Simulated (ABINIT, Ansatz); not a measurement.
**InF3 (R-3c): G0W0 on several meshes in ABINIT**

How does the mesh move the gap of InF3 (R-3c)?

Main program and level: ABINIT 10.8.3; LDA and many-body steps on it, plane waves.

## 1. The structure

Symmetry: R-3c, No. 167, trigonal system. The conventional cell has a = 5.204 Å, b = 5.204 Å, c = 14.723 Å, α = 90.00°, β = 90.00°, γ = 120.00°. Nearest to In lie 6 F at 2.08 Å. Nearest to F lie 2 In at 2.08 Å. Farther neighbours and most contacts between anions are not listed.

The cell and positions are those that the Materials Project relaxed with its own functionals (PBE, PBE+U or r2SCAN), kept fixed.

## 2. Empty states on the mesh, 2×2×2 mesh, 243 bands

This step: ABINIT 10.8.3; DFT, LDA, plane waves, norm-conserving pseudopotentials.

The sums over transitions need many empty states on a uniform mesh; this step solves for them.

File run.abi:

```
acell 3*1.0 Angstrom
rprim 
  2.602141182914 1.502346912402 4.907506134507
  -2.602141182914 1.502346912402 4.907506134507
  0.000000000000 -3.004693824873 4.907506134486
ntypat 2
znucl 49 9
natom 8
typat 1 1 2 2 2 2 2 2
xred 
  0.500000000000 0.500000000000 0.500000000000
  -0.000000000000 0.000000000000 0.000000000000
  0.395709220000 0.750000000000 0.104290780000
  0.750000000000 0.104290780000 0.395709220000
  0.895709220000 0.604290780000 0.250000000000
  0.250000000000 0.895709220000 0.604290780000
  0.604290780000 0.250000000000 0.895709220000
  0.104290780000 0.395709220000 0.750000000000
pp_dirpath "pseudos"
pseudos "In.upf, F.upf"
ecut 36
ngkpt 2 2 2
nshiftk 1
shiftk 0 0 0
kptopt 1
chksymbreak 0
iscf -2
irdden 1
istwfk *1
nband 243
nbdbuf 22
tolwfr 1e-09
nstep 60
prtvol 0
indata_prefix "in"
outdata_prefix "out"
tmpdata_prefix "tmp"
```

On the command line:

```console
OMP_NUM_THREADS=1 mpirun -n 4 abinit run.abi > log
```

Numbers of over 12 decimals in the logs are rounded to 6 here.

The program printed:

```text
.Version 10.8.3 of ABINIT. v10.8.2 released Aug 2026.

 Symmetries : space group R-3 c (#167); Bravais hR (rhombohedral)
[... echo of the input left out ...]
== DATASET  1 ==================================================================
-   mpi_nproc: 4, omp_nthreads: 1 (-1 if OMP is not activated)

--- !DatasetInfo
iteration_state: {dtset: 1, }
dimensions: {natom: 8, nkpt: 4, mband: 243, nsppol: 1, nspinor: 1, nspden: 1, mpw: 8026, }
cutoff_energies: {ecut:  36.0, pawecutdg:  -1.0, }
[...]
2.92847    2.93169    2.93169    2.96183    2.96248    2.97519    2.97597    2.98234
   2.99770    2.99771    3.00620    3.00620    3.01355    3.01357    3.04671    3.04677
   3.05498    3.05558    3.05599
 prteigrs : prtvol=0 or 1, do not print more k-points.

== END DATASET(S) ==============================================================
================================================================================

 -outvars: echo values of variables after computation  --------
            nband         243
             nkpt           4
          spgroup         167
 [... the other variables as echoed above ...]

 Calculation completed.
```

It took 3 min on 4 MPI ranks of Arm Neoverse N1, shared host; peak memory 0.55 GiB; 12 min of CPU time.

Numbers from this step:

* gap: 3.997 eV
* k of the valence top: 0.5, 0.5, 0
* k of the conduction bottom: 0, 0, 0
* least direct gap: 4.029 eV
* k points computed: 4
* lowest point of the top converged band, above the valence top: 78.8983 eV

On this mesh the gap is 3.997 eV.

The density comes from a self-consistent run that is not shown.

## 3. Screening, 2×2×2 mesh, 110 bands, screening to 114.3 eV

The RPA dielectric matrix is built and inverted for each q.

This step: RPA screening on LDA, plane waves, norm-conserving pseudopotentials.

run.abi: that of step 2 with these lines changed.

```diff
@@ -26,10 +26,11 @@
 chksymbreak 0
-iscf -2
-irdden 1
 istwfk *1
-nband 243
-nbdbuf 22
-tolwfr 1e-09
-nstep 60
-prtvol 0
+occopt 1
+irdwfk 1
+optdriver 3
+nband 110
+ecuteps 4.2
+inclvkb 2
+awtr 1
+symchi 1
 indata_prefix "in"
```

The program printed:

```text
.Version 10.8.3 of ABINIT. v10.8.2 released Aug 2026.

 Symmetries : space group R-3 c (#167); Bravais hR (rhombohedral)
[... echo of the input left out ...]
== DATASET  1 ==================================================================
-   mpi_nproc: 4, omp_nthreads: 1 (-1 if OMP is not activated)

--- !DatasetInfo
iteration_state: {dtset: 1, }
dimensions: {natom: 8, nkpt: 4, mband: 110, nsppol: 1, nspinor: 1, nspden: 1, mpw: 8026, }
cutoff_energies: {ecut:  36.0, pawecutdg:  -1.0, }
electrons: {nelect:   6.80000000E+01, charge:   0.00000000E+00, occopt:   1.00000000E+00, tsmear:   1.00000000E-02, }

 SCREENING: Calculation of the susceptibility and dielectric matrices

 Based on a program developped by R.W. Godby, V. Olevano, G. Onida, and L. Reining.
 Incorporated in ABINIT by V. Olevano, G.-M. Rignanese, and M. Torrent.
.Using double precision arithmetic ; gwpc =  8

[... cell and pseudopotentials left out ...]
--------------------------------------------------------------------------------

 ==== K-mesh for the wavefunctions ====
 Number of points in the irreducible wedge :     4
[... list of points left out ...]
 Together with 12 symmetry operations and time-reversal symmetry
 yields     8 points in the full Brillouin Zone.

 ==== Q-mesh for the screening function ====
 Number of points in the irreducible wedge :     4
[... list of points left out ...]
 Together with 12 symmetry operations and time-reversal symmetry
 yields     8 points in the full Brillouin Zone.

 setmesh: FFT mesh size selected  =    40x   40x   40
          total number of points  =        64000

 vcoul_init : cutoff-mode = AUXILIARY_FUNCTION
 q-points for optical limit:   1
     1)      0.000010    0.000020    0.000030

- screening: taking advantage of time-reversal symmetry
- Maximum band index for partially occupied states nbvw = 34
- Remaining bands to be divided among processors   nbcw = 76
- Number of bands treated by each node ~19

 Number of electrons calculated from density =   68.0000; Expected =   68.0000
 average of density, n =  0.087539
 r_s =    1.3971
 omega_plasma =   28.5401 [eV]

 calculating chi0 at frequencies [eV] :
  1    0.000000E+00    0.000000E+00
  2    0.000000E+00    2.854008E+01

--------------------------------------------------------------------------------
  q-point number  1        q = ( 0.000000, 0.000000, 0.000000) [r.l.u.]
--------------------------------------------------------------------------------
[... chi0 elements left out ...]
 For q-point:  0.000010 0.000020 0.000030
  dielectric constant =   2.4482
  dielectric constant without local fields =   2.5713

  Average fulfillment of the sum rule on Im[epsilon] for q-point    1 :     37.19  [%]
[... wings left out ...]
  q-point number  2        q = ( 0.500000, 0.000000, 0.000000) [r.l.u.]
--------------------------------------------------------------------------------
[... chi0 elements left out ...]
  Average fulfillment of the sum rule on Im[epsilon] for q-point    2 :     44.15  [%]

 [... 2 further q-points ...]
```

Wall time 60 s (4 MPI ranks); peak memory 1.5 GiB.

Numbers from this step:

```
ε∞ with local fields, on this mesh, along the program's q direction : 2.448
the same without local fields                                       : 2.571
plasma frequency                                                    : 28.54 eV
plane waves in the screening matrix                                 : 327
```

Local fields lower ε∞ by 5 %. On a Γ-centred mesh this coarse the value itself is usually too large, while a short band sum pulls it down.

## 4. 2×2×2

The self-energy is evaluated for the states that the input lists, and the levels follow from it, in one-shot runs by the linearised quasiparticle equation.

This step: G0W0 on LDA, plane waves, norm-conserving pseudopotentials.

run.abi: that of step 3 with these lines changed.

```diff
@@ -29,8 +29,17 @@
 irdwfk 1
-optdriver 3
+optdriver 4
 nband 110
+gwcalctyp 0
+ecutsigx 36
+symsigma 1
+nkptgw 2
+kptgw 
+  0.5000000000 0.5000000000 0.0000000000
+  0.0000000000 0.0000000000 0.0000000000
+bdgw 
+  33 36
+  33 36
 ecuteps 4.2
-inclvkb 2
-awtr 1
-symchi 1
+irdscr 1
+ppmodel 1
 indata_prefix "in"
```

The program printed:

```text
.Version 10.8.3 of ABINIT. v10.8.2 released Aug 2026.

 Symmetries : space group R-3 c (#167); Bravais hR (rhombohedral)
[... echo of the input left out ...]
== DATASET  1 ==================================================================
-   mpi_nproc: 4, omp_nthreads: 1 (-1 if OMP is not activated)

--- !DatasetInfo
iteration_state: {dtset: 1, }
dimensions: {natom: 8, nkpt: 4, mband: 110, nsppol: 1, nspinor: 1, nspden: 1, mpw: 8026, }
cutoff_energies: {ecut:  36.0, pawecutdg:  -1.0, }
electrons: {nelect:   6.80000000E+01, charge:   0.00000000E+00, occopt:   1.00000000E+00, tsmear:   1.00000000E-02, }

 SIGMA: Calculation of the GW corrections

 Based on a program developped by R.W. Godby, V. Olevano, G. Onida, and L. Reining.
 Incorporated in ABINIT by V. Olevano, G.-M. Rignanese, and M. Torrent.
.Using double precision arithmetic ; gwpc =  8

[... cell and pseudopotentials left out ...]
--------------------------------------------------------------------------------

 ==== K-mesh for the wavefunctions ====
 Number of points in the irreducible wedge :     4
[... list of points left out ...]
 Together with 12 symmetry operations and time-reversal symmetry
 yields     8 points in the full Brillouin Zone.

 ==== Q-mesh for screening function ====
 Number of points in the irreducible wedge :     4
[... list of points left out ...]
 Together with 12 symmetry operations and time-reversal symmetry
 yields     8 points in the full Brillouin Zone.

 vcoul_init : cutoff-mode = AUXILIARY_FUNCTION
 q-points for optical limit:   1
     1)      0.000010    0.000020    0.000030
 setmesh: FFT mesh size selected  =    60x   60x   60
          total number of points  =       216000

 Number of electrons calculated from density =   68.0000; Expected =   68.0000
 average of density, n =  0.087539
 r_s =    1.3971
 omega_plasma =   28.5401 [eV]

 === KS Band Gaps ===
  >>>> For spin  1
   Minimum direct gap =   4.0295 [eV], located at k-point      :   0.0000  0.0000  0.0000
   Fundamental gap    =   3.9974 [eV], Top of valence bands at :   0.5000  0.5000  0.0000
                                       Bottom of conduction at :   0.0000  0.0000  0.0000
 SIGMA fundamental parameters:
 PLASMON POLE MODEL  1
 number of plane-waves for SigmaX                 7987
 number of plane-waves for SigmaC and W            327
 number of plane-waves for wavefunctions          7987
 number of bands                                   110
 number of independent spin polarizations            1
 number of spinorial components                      1
 number of k-points in IBZ                           4
 number of q-points in IBZ                           4
 number of symmetry operations                      12
 number of k-points in BZ                            8
 number of q-points in BZ                            8
 number of frequencies for dSigma/dE                 9
 frequency step for dSigma/dE [eV]                0.25
 number of omega for Sigma on real axis              0
 max omega for Sigma on real axis  [eV]           0.00
 zcut for avoiding poles [eV]                     0.10

 EPSILON^-1 parameters (SCR file):
 dimension of the eps^-1 matrix on file            327
 dimension of the eps^-1 matrix used               327
 number of plane-waves for wavefunctions          7987
 number of bands                                   110
 number of q-points in IBZ                           4
 number of frequencies                               2
 number of real frequencies                          1
 number of imag frequencies                          1

 matrix elements of self-energy operator (all in [eV])

 Perturbative Calculation

--- !SelfEnergy_ee
iteration_state: {dtset: 1, }
kpoint     : [   0.500,    0.500,    0.000, ]
spin       : 1
KS_gap     :    6.522
QP_gap     :   10.132
Delta_QP_KS:    3.610
data: !SigmaeeData |
     Band     E0 <VxcDFT>   SigX SigC(E0)      Z dSigC/dE  Sig(E)    E-E0       E
       33  -1.587 -23.082 -29.140   5.080   0.808  -0.238 -23.872  -0.790  -2.377
       34  -1.436 -22.746 -29.817   5.539   0.800  -0.250 -23.971  -1.225  -2.662
       35   5.086 -17.412 -12.350  -2.270   0.854  -0.171 -15.028   2.384   7.470
       36   6.633 -18.272 -12.582  -2.549   0.848  -0.180 -15.609   2.662   9.296

--- !SelfEnergy_ee
iteration_state: {dtset: 1, }
kpoint     : [   0.000,    0.000,    0.000, ]
spin       : 1
KS_gap     :    4.030
QP_gap     :    7.222
Delta_QP_KS:    3.192
data: !SigmaeeData |
     Band     E0 <VxcDFT>   SigX SigC(E0)      Z dSigC/dE  Sig(E)    E-E0       E
       33  -1.468 -22.631 -29.821   5.583   0.799  -0.251 -23.915  -1.284  -2.752
       34  -1.468 -22.631 -29.821   5.583   0.799  -0.251 -23.915  -1.284  -2.752
       35   2.561 -14.346  -9.831  -2.319   0.869  -0.151 -12.437   1.908   4.470
       36   7.966 -19.069 -12.845  -2.794   0.839  -0.191 -16.190   2.879  10.845

== END DATASET(S) ==============================================================
================================================================================

 -outvars: echo values of variables after computation  --------
           etotal      0.0000000000E+00
            nband         110
             nkpt           4
          spgroup         167
 [... the other variables as echoed above ...]

 Calculation completed.
```

Run time: 17 s. Hardware: 4 MPI ranks; peak memory 1.1 GiB; 66 s of CPU time.

Numbers from this step:

```yaml
g0w0_gap_on_the_points_computed: 6.847 eV
starting_gap_on_the_mesh: 3.997 eV
k_of_the_valence_top: 0.5, 0.5, 0
k_of_the_conduction_bottom: 0, 0, 0
z_at_the_valence_top: 0.808
z_at_the_conduction_bottom: 0.869
least_direct_g0w0_gap_on_the_computed_points: 7.222 eV
```

The gap on the mesh goes from 4.00 eV to 6.85 eV, a correction of +2.85 eV.

## 5. Empty states on the mesh, 4×4×4 mesh, 120 bands

This step: DFT, LDA, plane waves, norm-conserving pseudopotentials.

run.abi: that of step 4 with these lines changed.

```diff
@@ -21,3 +21,3 @@
 ecut 36
-ngkpt 2 2 2
+ngkpt 4 4 4
 nshiftk 1
@@ -26,20 +26,10 @@
 chksymbreak 0
+iscf -2
+irdden 1
 istwfk *1
-occopt 1
-irdwfk 1
-optdriver 4
-nband 110
-gwcalctyp 0
-ecutsigx 36
-symsigma 1
-nkptgw 2
-kptgw 
-  0.5000000000 0.5000000000 0.0000000000
-  0.0000000000 0.0000000000 0.0000000000
-bdgw 
-  33 36
-  33 36
-ecuteps 4.2
-irdscr 1
-ppmodel 1
+nband 120
+nbdbuf 10
+tolwfr 1e-09
+nstep 60
+prtvol 0
 indata_prefix "in"
```

The program printed:

```text
.Version 10.8.3 of ABINIT. v10.8.2 released Aug 2026.

 Symmetries : space group R-3 c (#167); Bravais hR (rhombohedral)
[... echo of the input left out ...]
== DATASET  1 ==================================================================
-   mpi_nproc: 4, omp_nthreads: 1 (-1 if OMP is not activated)

--- !DatasetInfo
iteration_state: {dtset: 1, }
dimensions: {natom: 8, nkpt: 13, mband: 120, nsppol: 1, nspinor: 1, nspden: 1, mpw: 8026, }
cutoff_energies: {ecut:  36.0, pawecutdg:  -1.0, }
[...]
1.53910    1.53910    1.56935    1.56935    1.61883    1.61883    1.62177    1.62494
   1.62494    1.62579    1.64328    1.64536    1.64536    1.69431    1.70103    1.70242
 prteigrs : prtvol=0 or 1, do not print more k-points.

== END DATASET(S) ==============================================================
================================================================================

 -outvars: echo values of variables after computation  --------
            nband         120
             nkpt          13
          spgroup         167
 [... the other variables as echoed above ...]

 Calculation completed.
```

It took 4 min on 4 MPI ranks; peak memory 0.56 GiB; 16 min of CPU time.

This step gave:

* gap: 3.997 eV
* k of the valence top: 0.5, 0.5, 0
* k of the conduction bottom: 0, 0, 0
* least direct gap: 4.029 eV
* k points computed: 13
* lowest point of the top converged band, above the valence top: 42.77 eV

On this mesh the gap is 3.997 eV.

## 6. Screening, 4×4×4 mesh, 110 bands, screening to 114.3 eV

This step: RPA screening on LDA, plane waves, norm-conserving pseudopotentials.

run.abi: that of step 5 with these lines changed.

```diff
@@ -26,10 +26,11 @@
 chksymbreak 0
-iscf -2
-irdden 1
 istwfk *1
-nband 120
-nbdbuf 10
-tolwfr 1e-09
-nstep 60
-prtvol 0
+occopt 1
+irdwfk 1
+optdriver 3
+nband 110
+ecuteps 4.2
+inclvkb 2
+awtr 1
+symchi 1
 indata_prefix "in"
```

The program printed:

```text
.Version 10.8.3 of ABINIT. v10.8.2 released Aug 2026.

 Symmetries : space group R-3 c (#167); Bravais hR (rhombohedral)
[... echo of the input left out ...]
== DATASET  1 ==================================================================
-   mpi_nproc: 4, omp_nthreads: 1 (-1 if OMP is not activated)

--- !DatasetInfo
iteration_state: {dtset: 1, }
dimensions: {natom: 8, nkpt: 13, mband: 110, nsppol: 1, nspinor: 1, nspden: 1, mpw: 8026, }
cutoff_energies: {ecut:  36.0, pawecutdg:  -1.0, }
electrons: {nelect:   6.80000000E+01, charge:   0.00000000E+00, occopt:   1.00000000E+00, tsmear:   1.00000000E-02, }

 SCREENING: Calculation of the susceptibility and dielectric matrices

 Based on a program developped by R.W. Godby, V. Olevano, G. Onida, and L. Reining.
 Incorporated in ABINIT by V. Olevano, G.-M. Rignanese, and M. Torrent.
.Using double precision arithmetic ; gwpc =  8

[... cell and pseudopotentials left out ...]
--------------------------------------------------------------------------------

 ==== K-mesh for the wavefunctions ====
 Number of points in the irreducible wedge :    13
[... list of points left out ...]
 Together with 12 symmetry operations and time-reversal symmetry
 yields    64 points in the full Brillouin Zone.

 ==== Q-mesh for the screening function ====
 Number of points in the irreducible wedge :    13
[... list of points left out ...]
 Together with 12 symmetry operations and time-reversal symmetry
 yields    64 points in the full Brillouin Zone.

 setmesh: FFT mesh size selected  =    40x   40x   40
          total number of points  =        64000

 vcoul_init : cutoff-mode = AUXILIARY_FUNCTION
 q-points for optical limit:   1
     1)      0.000010    0.000020    0.000030

- screening: taking advantage of time-reversal symmetry
- Maximum band index for partially occupied states nbvw = 34
- Remaining bands to be divided among processors   nbcw = 76
- Number of bands treated by each node ~19

 Number of electrons calculated from density =   68.0000; Expected =   68.0000
 average of density, n =  0.087539
 r_s =    1.3971
 omega_plasma =   28.5401 [eV]

 calculating chi0 at frequencies [eV] :
  1    0.000000E+00    0.000000E+00
  2    0.000000E+00    2.854008E+01

--------------------------------------------------------------------------------
  q-point number  1        q = ( 0.000000, 0.000000, 0.000000) [r.l.u.]
--------------------------------------------------------------------------------
[... chi0 elements left out ...]
 For q-point:  0.000010 0.000020 0.000030
  dielectric constant =   2.4110
  dielectric constant without local fields =   2.5322

  Average fulfillment of the sum rule on Im[epsilon] for q-point    1 :     37.18  [%]
[... wings left out ...]
  q-point number  2        q = ( 0.250000, 0.000000, 0.000000) [r.l.u.]
--------------------------------------------------------------------------------
[... chi0 elements left out ...]
  Average fulfillment of the sum rule on Im[epsilon] for q-point    2 :     50.07  [%]

 [... 11 further q-points ...]
```

Run time: 12 min. Hardware: 4 MPI ranks; peak memory 3.6 GiB; 50 min of CPU time.

This step gave:

```yaml
eps_infinity_with_local_fields_on_this_mesh_along_the_program_s_q_direction: 2.411
the_same_without_local_fields: 2.532
plasma_frequency: 28.54 eV
plane_waves_in_the_screening_matrix: 327
```

(Part 1 of 2 ends here.)

[Paths, hosts, dates, memory and timing lines, banners, echoed tables and standing remarks are left out of the program output.]

[Logs are printed without paths, hosts, clocks, repeated set-up lines and the standing remarks that a program may print on its own settings, such as how far it seeks lower states.]

[Runs of the session that timed out or met a known fault of the program may be left out.]

[No measured gap is set beside runs whose start may be inverted or whose files or cutoffs have a known fault.]

[Hosts, paths, dates, database ids (printed as entryN), source tags and the programs' standing remarks are cut or masked in the printed files.]

[G0W0 gaps are taken among the corrected bands and points alone; a level outside them can change the order at an edge.]

[Where Ansatz stands beside ABINIT at settings called matched, ABINIT's density can come from a denser mesh and the files from another edition; pairs whose starting gaps differed by over 0.03 eV were left out, so agreement reads better than it is.]
